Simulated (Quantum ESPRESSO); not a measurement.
# Dielectric function and optical constants of GaN, part 3 of 3

Aim: the dielectric function of GaN, and the optical constants that follow from it. The cell comes from an older database entry, whose edges can differ from later determinations, mostly by under a per cent.

Quantum ESPRESSO 7.5; DFT, PBE, plane waves with norm-conserving potentials (PseudoDojo), scalar-relativistic, independent-particle optical response without local fields and without the non-local commutator.

So far. Step 2 (Ground state): There is a gap, 2.01 eV on this mesh (points off the mesh can give less), so no carriers' term is needed.

The database entry behind the starting cell differs from later determinations by our own check (about 0.3 % short, ideal inner coordinate), so it need not match the best structure at ambient conditions.

## 5. Dielectric function

The spectrum is a sum over vertical transitions between filled and empty bands at the fixed density, so many empty bands are needed.

This step: DFT, PBE, plane waves with norm-conserving potentials (PseudoDojo), scalar-relativistic, independent-particle optical response without local fields and without the non-local commutator (Quantum ESPRESSO 7.5).

File epsilon.in:

```
&inputpp
  prefix = 'x'
  outdir = './tmp'
  calculation = 'eps'
/
&energy_grid
  smeartype = 'gauss'
  intersmear = 0.3
  wmin = 0.0
  wmax = 22
  nw = 500
/
```

The run is started by

```console
$ mpirun -n 4 epsilon.x -nk 4 -in epsilon.in
```

The program printed:

```text
[banner, memory and clock lines left out]

     Broadcasting variables...

     IMPORTANT: XC functional enforced from input :
     Exchange-correlation= PBE
                           (   1   4   3   4   0   0   0)
     Any further DFT definition will be discarded

     G-vector sticks info

     Fermi energy [eV] is: 10.80288
     The system is a dielectric...
     metallic system: redefining wmin =     0.000000

     Performing eps calculation...

     xx,yy,zz plasmon frequences [eV] are:    18.367320687   18.367320100   18.424646883
```

It took 2 s on 4 MPI ranks of Arm Neoverse V2, shared host; peak memory 0.05 GiB.

This step gave:

```
electronic dielectric constant ε∞, mean over x, y and z (by symmetry where fewer were run) : 6.565
main peak of Im epsilon, first axis                                                        : 6.483 eV
```

The Im ε has structure finer than the step of the table below, so its rows give means over 0.5 eV, whole bins alone (the curve runs from 0 to 22 eV). Peaks (eV: height): E ∥ x or y 2.73: 3.16, 3.31: 3.47, 4.32: 3.64, 6.48: 10.2, 8.82: 7.23, 11.02: 5.29; E ∥ z 2.78: 3.82, 4.14: 4.26, 6.00: 12.4, 6.70: 10.5, 7.72: 9.61, 10.80: 6.77.

Values under the direct gap are tails of Lorentzian lines. Im ε against photon energy; means over each step:

```tsv
photon energy (eV)	E ∥ x or y	E ∥ z
0.5	0.0353	0.0353
1.0	0.0872	0.0856
1.5	0.244	0.219
2.0	1.04	1.04
2.5	1.52	1.45
3.0	2.16	2.25
3.5	2.57	2.55
4.0	2.90	3.29
4.5	2.92	3.08
5.0	4.22	4.08
5.5	5.86	5.76
6.0	7.60	10.2
6.5	9.00	9.32
7.0	7.20	7.70
7.5	7.66	8.61
8.0	7.39	6.32
8.5	6.19	4.27
9.0	6.56	4.80
9.5	4.88	4.43
10.0	4.29	4.06
10.5	4.22	5.19
11.0	4.99	6.10
11.5	4.97	5.52
12.0	3.81	3.92
12.5	2.67	2.19
13.0	2.02	1.70
13.5	1.46	1.48
14.0	1.56	1.40
14.5	1.18	1.20
15.0	0.921	1.13
15.5	0.881	0.957
16.0	0.739	0.906
16.5	0.622	0.591
17.0	0.774	0.591
17.5	0.654	0.579
18.0	0.628	0.594
18.5	0.654	0.648
19.0	0.651	0.648
19.5	0.579	0.588
20.0	0.500	0.560
20.5	0.499	0.561
21.0	0.472	0.560
21.5	0.506	0.540
```

Table of Re ε by photon energy:

```tsv
photon energy (eV)	E ∥ x or y	E ∥ z
0	6.53	6.63
1	6.78	6.87
2	7.38	7.92
3	7.27	6.40
4	7.66	8.32
5	9.50	10.1
6	6.79	6.42
7	3.54	1.87
8	1.35	-2.21
9	-0.716	0.587
10	-0.311	0.343
11	-0.200	-0.997
12	-2.49	-3.19
13	-1.75	-1.83
14	-1.17	-1.15
15	-0.882	-0.916
16	-0.632	-0.780
17	-0.245	-0.245
18	-0.0652	-0.00224
19	0.0394	0.0517
20	0.0229	0.0596
21	0.197	0.147
22	0.226	0.155
```

The loss function −Im 1/ε at q → 0 has structure finer than the step of the table below, so its rows give means over 0.5 eV, whole bins alone (the curve runs from 0 to 22 eV). Peaks (eV: height): E ∥ x or y 16.67: 1.37, 20.06: 2.16, 21.91: 2.00; E ∥ z 17.81: 1.81, 21.87: 2.33.

Values under the direct gap are tails of Lorentzian lines. Loss function −Im 1/ε at q → 0 against energy loss; means over each step:

```tsv
energy loss (eV)	E ∥ x or y	E ∥ z
0.5	8.1e-4	7.9e-4
1.0	0.00188	0.00180
1.5	0.00457	0.00402
2.0	0.0187	0.0176
2.5	0.0219	0.0195
3.0	0.0366	0.0413
3.5	0.0477	0.0386
4.0	0.0441	0.0464
4.5	0.0510	0.0539
5.0	0.0421	0.0385
5.5	0.0620	0.0517
6.0	0.0727	0.0699
6.5	0.0904	0.0890
7.0	0.117	0.124
7.5	0.119	0.110
8.0	0.132	0.156
8.5	0.159	0.231
9.0	0.150	0.207
9.5	0.201	0.222
10.0	0.230	0.242
10.5	0.237	0.178
11.0	0.199	0.161
11.5	0.183	0.159
12.0	0.187	0.156
12.5	0.213	0.186
13.0	0.263	0.273
13.5	0.324	0.348
14.0	0.397	0.420
14.5	0.402	0.490
15.0	0.540	0.528
15.5	0.700	0.681
16.0	0.792	0.649
16.5	1.24	0.902
17.0	1.19	1.40
17.5	1.38	1.56
18.0	1.56	1.68
18.5	1.52	1.54
19.0	1.54	1.54
19.5	1.72	1.68
20.0	1.97	1.75
20.5	1.86	1.66
21.0	1.81	1.68
21.5	1.67	1.79
```

The refractive index n and extinction k by photon energy:

```tsv
photon energy (eV)	n, E ∥ x or y	k, E ∥ x or y	n, E ∥ z	k, E ∥ z
0	2.56	0	2.57	0
1	2.60	0.0162	2.62	0.0159
2	2.73	0.273	2.82	0.238
3	2.71	0.286	2.55	0.345
4	2.82	0.531	2.93	0.513
5	3.15	0.657	3.24	0.630
6	2.93	1.35	3.19	1.94
7	2.42	1.52	2.11	1.61
8	2.13	1.79	1.42	2.06
9	1.74	1.93	1.68	1.50
10	1.41	1.52	1.45	1.33
11	1.59	1.65	1.60	1.89
12	0.992	1.86	0.978	2.04
13	0.687	1.49	0.575	1.47
14	0.641	1.26	0.574	1.22
15	0.438	1.04	0.542	1.10
16	0.415	0.897	0.456	0.994
17	0.559	0.747	0.448	0.668
18	0.531	0.589	0.545	0.547
19	0.593	0.558	0.595	0.550
20	0.498	0.474	0.554	0.497
21	0.593	0.393	0.604	0.466
22	0.582	0.337	0.532	0.358
```

The reflectivity at normal incidence has structure finer than the step of the table below, so its rows give means over 0.5 eV, whole bins alone (the curve runs from 0 to 22 eV). Peaks (eV: height): E ∥ x or y 6.53: 37.2, 8.11: 36.8, 9.17: 39.3, 12.79: 50.9, 13.40: 51.9, 14.81: 48.6, 17.33: 29.0; E ∥ z 6.04: 40.2, 6.79: 40.1, 7.89: 45.9, 9.08: 30.1, 12.52: 57.1, 15.21: 44.2, 16.49: 45.6.

Reflectivity at normal incidence against photon energy; means over each step:

```tsv
photon energy (eV)	E ∥ x or y (%)	E ∥ z (%)
0.5	19.3	19.6
1.0	19.8	20.1
1.5	21.0	21.2
2.0	21.7	22.3
2.5	23.5	23.9
3.0	22.5	21.9
3.5	22.0	23.7
4.0	23.8	24.7
4.5	22.8	22.9
5.0	27.9	28.3
5.5	28.9	30.0
6.0	31.6	37.2
6.5	35.0	35.4
7.0	30.8	34.0
7.5	32.9	36.2
8.0	34.7	41.6
8.5	31.8	27.9
9.0	37.6	28.5
9.5	33.9	26.5
10.0	31.6	25.6
10.5	27.8	26.1
11.0	32.1	37.1
11.5	39.0	42.2
12.0	46.0	51.2
12.5	48.9	56.3
13.0	48.2	50.4
13.5	49.0	46.5
14.0	41.5	42.3
14.5	47.5	41.6
15.0	45.3	40.9
15.5	39.3	37.8
16.0	40.9	40.8
16.5	32.7	43.9
17.0	25.5	30.7
17.5	26.8	27.7
18.0	21.4	19.8
18.5	20.0	18.2
19.0	18.1	17.6
19.5	18.9	16.9
20.0	18.0	16.1
20.5	13.9	13.4
21.0	12.1	13.6
21.5	11.3	15.1
```

Optical constants at common wavelengths, from n + ik = √ε:

```tsv
wavelength (nm)	n xy	k xy	R (%) xy	1/α xy	n z	k z	R (%) z	1/α z
1064	2.62	0.021	20.1	4.0 µm	2.64	0.020	20.3	4.1 µm
800	2.70	0.045	21.1	1.4 µm	2.71	0.041	21.3	1.6 µm
633	2.77	0.250	22.4	201 nm	2.84	0.196	23.1	257 nm
532	2.75	0.135	21.9	315 nm	2.76	0.146	22.0	291 nm
450	2.75	0.559	23.4	64 nm	2.94	0.609	26.0	59 nm
405	2.78	0.297	22.7	109 nm	2.62	0.284	20.5	113 nm
193	2.92	1.690	35.9	9.1 nm	2.77	1.682	35.0	9.1 nm
```

Below the direct gap, k and the depth come from the tails of the Lorentzian lines, not from transitions.

Rows near the edge hang on the gap, which this functional as a rule makes too small, and phonon-assisted absorption is left out.

At 1064 nm the birefringence n(z) − n(x) is +0.018: the crystal is uniaxial positive at this level.

## 6. What came out

```
electronic dielectric constant ε∞, mean over x, y and z (by symmetry where fewer were run) (independent particles) : 6.56
main peak of Im epsilon, first axis                                                                                : 6.48 eV
```

What this shows: At this level (PBE, independent particles) GaN has a mean ε∞ = 6.56 and n = 2.58 at 1550 nm (E ∥ x), and Im ε peaks at 6.5 eV (E ∥ x). Distinct maxima of Im ε, read by a parabola through the highest points, lie at 6.48 eV (10), 7.41 eV (7.9), 8.06 eV (7.8) and 8.83 eV (7.2) for E ∥ x or y. The static values by axis are 6.53 (xy), 6.63 (z). At 1064 nm the birefringence n(z) − n(x) is +0.018: the crystal is uniaxial positive at this level. Excitons and phonon-assisted transitions are missing, and so are local fields; PBE gaps are as a rule too small, which pulls the onset down and ε∞ up. epsilon.x leaves out the commutator of the non-local potential, so its intensities are off, as a rule too high. The sum runs over mesh points, so small or evenly spaced maxima can still be ripples of the mesh. The mesh misses the corner K of the hexagonal zone, so gaps read from it can be too wide where band edges lie there.

[Machine, clock, banner and «Message from routine» lines are left out of the logs.]

[Logs are printed without paths, hosts, clocks, repeated set-up lines and the standing remarks that a program may print on its own settings, such as how far it seeks lower states.]

[Hosts, paths, dates, database ids (printed as entryN), source tags and the programs' standing remarks are cut or masked in the printed files.]
